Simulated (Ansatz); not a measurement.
# One crystal, many levels of theory: Y2Ti2S2O5 (I4/mmm), part 2 of 2

Wanted: a ladder of band gaps for Y2Ti2S2O5 (I4/mmm), from density functionals to G0W0.

Ansatz 0.2.0; density functionals, hybrids and G0W0, plane waves, PAW. Known limits of the many-body steps: finite bands, screening cutoff and k mesh; no spin-orbit coupling in G0W0.

So far. Step 4 (HSE06 on the 6×6×6 mesh): Over mesh and listed points the gap is 1.972 eV, direct, at k = Γ. HSE06 against r2SCAN: 1.972 − 1.160 = +0.812 eV. The runs also differ in mesh (8×8×8 and 6×6×6) and plane-wave cutoff (500 eV and 420 eV), so how much of this comes from the functional alone is not known. The program's warnings for this run: metallic iterate. Step 5 (G0W0@r2SCAN, 6×6×6 mesh, 764 empty bands, screening to …): Over 19 of 30 irreducible mesh points the G0W0 gap is 2.788 eV, direct, at k = Γ.

In doubt: masses and optical values from hybrid runs of this build are listed as unsure (step 6), which bears on the screening that GW takes from such a start.

### Step 6. G0W0@HSE06, 6×6×6 mesh, 355 empty bands, screening to 96 eV, PAW set soft_1 files

This step: G0W0 on HSE06, plane waves, PAW; PAW set soft_1.

input.yaml reads:

```yaml
crystal:
  lattice:
    - [-1.898002, 1.898002, 11.54533]
    - [1.898002, -1.898002, 11.54533]
    - [1.898002, 1.898002, -11.54533]
  atoms:
    - { symbol: "Y", position: [0.666698, 0.666698, 0.0] }
    - { symbol: "Y", position: [0.333302, 0.333302, 0.0] }
    - { symbol: Ti, position: [0.921493, 0.921493, 0.0] }
    - { symbol: Ti, position: [0.078507, 0.078507, 0.0] }
    - { symbol: S, position: [0.794752, 0.794752, 0.0] }
    - { symbol: S, position: [0.205248, 0.205248, 0.0] }
    - { symbol: O, position: [0.0, 0.0, 0.0] }
    - { symbol: O, position: [0.900805, 0.400805, 0.5] }
    - { symbol: O, position: [0.599195, 0.099195, 0.5] }
    - { symbol: O, position: [0.400805, 0.900805, 0.5] }
    - { symbol: O, position: [0.099195, 0.599195, 0.5] }
kpoints:
  mp_grid: { grid: [6, 6, 6] }
hamiltonian:
  xc: hse06
  pseudopotentials: { kind: paw, azcp: { folder: soft_1 } }
scf:
  occupations: { method: fixed }
gw:
  n_empty_bands: 355
  ecut_chi: 96
  qp_bands: [v3, c3]
  qp_kpoints: band_edges
  screening: { model: contour_deformation }
```

Command:

```console
$ ansatz run input.yaml --threads 24 --pin off --max-ram 110592MiB --backend cuda --events-out ev --progress --plain --runs-dir out --devices 1 --max-vram 157GiB
```

Numbers of over 12 decimals in the logs are rounded to 6 here.

The program printed:

```text
GPUs: using 1 of 1 available (devices: 1).
[...]
Crystal: 11 atoms, lattice volume = 166.364 Å³
Basis set: ecut = 420 eV, 3235 PW (Γ)
Bands: 55, of which v1, the nominal top of the filled ones, is band 44 counted from 1 (43 counted from 0)
Symmetry: 16 space group operations
[...]
k-points: 30 of 216
[...]
20    44      7.1399   -18.9483     2.2627   -16.6038  0.7874     7.0580     7.0581  root
    20    45     10.8498   -13.5593    -5.9989   -20.4253  0.7519    11.7290    11.7169  root
    20    46     11.3151   -13.4473    -6.2084   -20.4729  0.7449    12.1443    12.1323  root
[...]
29    44      8.0303   -18.6573     1.9845   -16.4992  0.7973     7.8565     7.8568  root
    29    45     10.0051   -12.1640    -6.2402   -19.1783  0.7633    10.7877    10.7792  root
    29    46     10.0281   -12.1849    -6.2532   -19.2142  0.7629    10.8128    10.8042  root
    29    47     11.2602   -13.3373    -6.1591   -20.3057  0.7467    12.0811    12.0695  root
```

It took 2.6 min on 1 × NVIDIA GB200 with 24 threads of Arm Neoverse V2, shared host; peak memory 5.3 GiB; 8.6 min of CPU time.

This step gave:

| Property | Result |
| --- | --- |
| bands summed | 399 |
| RPA ε∞ on this mesh (eigenvalues) | 4.847, 4.847, 4.911 |
| plane waves in the screening matrix | 343 |
| G0W0 gap over the corrected points | 2.919 eV |
| k of the valence top | 0, 0, 0 |
| k of the conduction bottom | 0, 0, 0 |
| starting gap on the mesh | 1.973 eV |
| Z at the valence top | 0.7973 |
| Z at the conduction bottom | 0.7635 |
| least direct G0W0 gap over the corrected points | 2.919 eV |

Over 24 of 30 irreducible mesh points the G0W0 gap is 2.919 eV, direct, at k = Γ. The HSE06 gap of this run on the mesh is 1.973 eV. The two states that bound the G0W0 gap lie that far apart at the start, so the correction of the gap is 2.919 − 1.973 = +0.946 eV. G0W0@HSE06 against G0W0@r2SCAN with 399 bands (a further run, in the table below): 2.919 − 2.775 = +0.144 eV. The runs also differ in plane-wave cutoff (500 eV and 420 eV), so how much of this comes from the start alone is not known. The program's warnings for this run: metallic iterate.

### Step 7. All levels together

Each gap is the least one over the points named; times are wall times on shared hosts, not benchmarks. A G0W0 time includes the run's own self-consistent start. Runs with listed points see these and the mesh alone, so an edge that moves elsewhere is missed. Rows marked * are further runs, not shown as steps, whose inputs differ from the G0W0 step on the same start in the columns given; solver thresholds can differ too.

| level | mesh | files, cutoff | bands summed, screening | points | gap (eV) | valence top | conduction bottom | least direct gap (eV) | time |
| --- | --- | --- | --- | --- | --- | --- | --- | --- | --- |
| r2SCAN | 8×8×8 | soft_1 PAW, 500 eV | - | mesh and path | 1.160 | Γ | Γ | 1.160 | 2.7 s |
| r2SCAN+SOC | 8×8×8 | soft_1 PAW, 500 eV | - | mesh and listed points | 1.118 | Γ | Γ | 1.118 | 3.9 s |
| HSE06 | 6×6×6 | soft_1 PAW, 420 eV | - | mesh and listed points | 1.972 | Γ | Γ | 1.972 | 23 s |
| G0W0@r2SCAN* | 6×6×6 | soft_1 PAW, 500 eV | 169, 48 eV | 19 of 30 irreducible mesh points | 2.850 | Γ | Γ | 2.850 | 51 s |
| G0W0@r2SCAN* | 6×6×6 | soft_1 PAW, 500 eV | 399, 96 eV | 21 of 30 irreducible mesh points | 2.775 | Γ | Γ | 2.775 | 1.8 min |
| G0W0@r2SCAN | 6×6×6 | soft_1 PAW, 500 eV | 808, 160 eV | 19 of 30 irreducible mesh points | 2.788 | Γ | Γ | 2.788 | 4.1 min |
| G0W0@r2SCAN* | 4×4×4 | soft_1 PAW, 500 eV | 399, 96 eV | 7 of 13 irreducible mesh points | 2.774 | Γ | Γ | 2.774 | 16 s |
| G0W0@HSE06 | 6×6×6 | soft_1 PAW, 420 eV | 399, 96 eV | 24 of 30 irreducible mesh points | 2.919 | Γ | Γ | 2.919 | 2.6 min |

### Step 8. Results

| Item | Value |
| --- | --- |
| r2SCAN, over mesh and path | 1.160 eV |
| r2SCAN+SOC, over mesh and listed points | 1.118 eV |
| HSE06, over mesh and listed points | 1.972 eV |
| G0W0@r2SCAN (808 bands, 6×6×6), over 19 of 30 irreducible mesh points | 2.788 eV |
| G0W0@HSE06, over 24 of 30 irreducible mesh points | 2.919 eV |
| known limits | finite bands, screening cutoff and k mesh; no spin-orbit coupling in G0W0 |

**Reading.** The rows run from 1.118 eV (r2SCAN+SOC) to 2.919 eV (G0W0@HSE06). They differ in mesh, plane-wave cutoff, bands and screening cutoff of G0W0 and the points over which the gap was sought as well as in level, so only pairs that share these are like for like. r2SCAN+SOC against r2SCAN: 1.118 − 1.160 = −0.042 eV, with the same mesh, set of files (read in its fully relativistic form for the spin-orbit run) and cutoff, and both edges at the same k points. The spin-orbit run sees mesh and listed points alone, so its gap is an upper bound: the coupling can move an edge off these points, and the change over the zone, its sign included where it is small, is not known. G0W0@r2SCAN (808 bands, 6×6×6) moves the gap of its own start on the mesh by 2.788 − 1.159 = +1.629 eV, between the same two levels. Both edges that r2SCAN shows over mesh and path lie at k points where levels were corrected. Levels at other points were not corrected, so a lower G0W0 gap elsewhere in the zone is not ruled out. G0W0@HSE06 moves the gap of its own start on the mesh by 2.919 − 1.973 = +0.946 eV, between the same two levels. Both edges that HSE06 shows over mesh and listed points lie at k points where levels were corrected. Levels at other points were not corrected, so a lower G0W0 gap elsewhere in the zone is not ruled out. What spin-orbit coupling does to the G0W0 levels was not computed, so no sum with the G0W0 gap is formed. For G0W0@r2SCAN: from 169 bands and 48 eV to 808 bands and 160 eV the gap moves by 2.788 − 2.850 = −0.062 eV (rung by rung 2.850, 2.775, 2.788 eV); bands and screening cutoff rise together, so their parts are not told apart. The gap turns back along the series (2.850, 2.775, 2.788 eV), so no line is drawn and the limit is not known. The other G0W0 rows are shown at one basis each (399 bands), so their distance from the limit is not known here. With the 4×4×4 mesh in place of the 6×6×6 mesh and all else as in the G0W0@r2SCAN row with 399 bands, the gap differs by 2.774 − 2.775 = −0.001 eV, and that of the start by 1.153 − 1.159 = −0.006 eV. For G0W0@HSE06: the program's warnings for this run: metallic iterate. The G0W0 runs are scalar-relativistic. G0W0 is shown with one set of atomic data (soft_1 PAW), so the error from the files is not known here. Failed or unusable runs of this series, left out of the table: G0W0@r2SCAN (6×6×6 mesh, hard PAW files, 1050 eV, 355 empty bands) reached its time limit after 85 s.

[Paths, hosts, dates, memory and timing lines, banners, echoed tables and standing remarks are left out of the program output.]

[Logs are printed without paths, hosts, clocks, repeated set-up lines and the standing remarks that a program may print on its own settings, such as how far it seeks lower states.]

[Runs of the session that timed out or met a known fault of the program may be left out.]

[Cells called generated may have been cut or substituted from an entry of the Crystallography Open Database or the Materials Project.]

[Hosts, paths, dates, database ids (printed as entryN), source tags and the programs' standing remarks are cut or masked in the printed files.]

[Where an RPA ε∞ is given, it is that of the G0W0 mesh and is not shown converged in it. Names of k-points follow the symmetry that the program found, which can be lower than the space group named. Band edges on a path are those of the sampled points; other points can move an edge, and change direct to indirect where valleys lie close.]

[Hybrid gaps are those of their k-mesh and are not shown converged in it.]
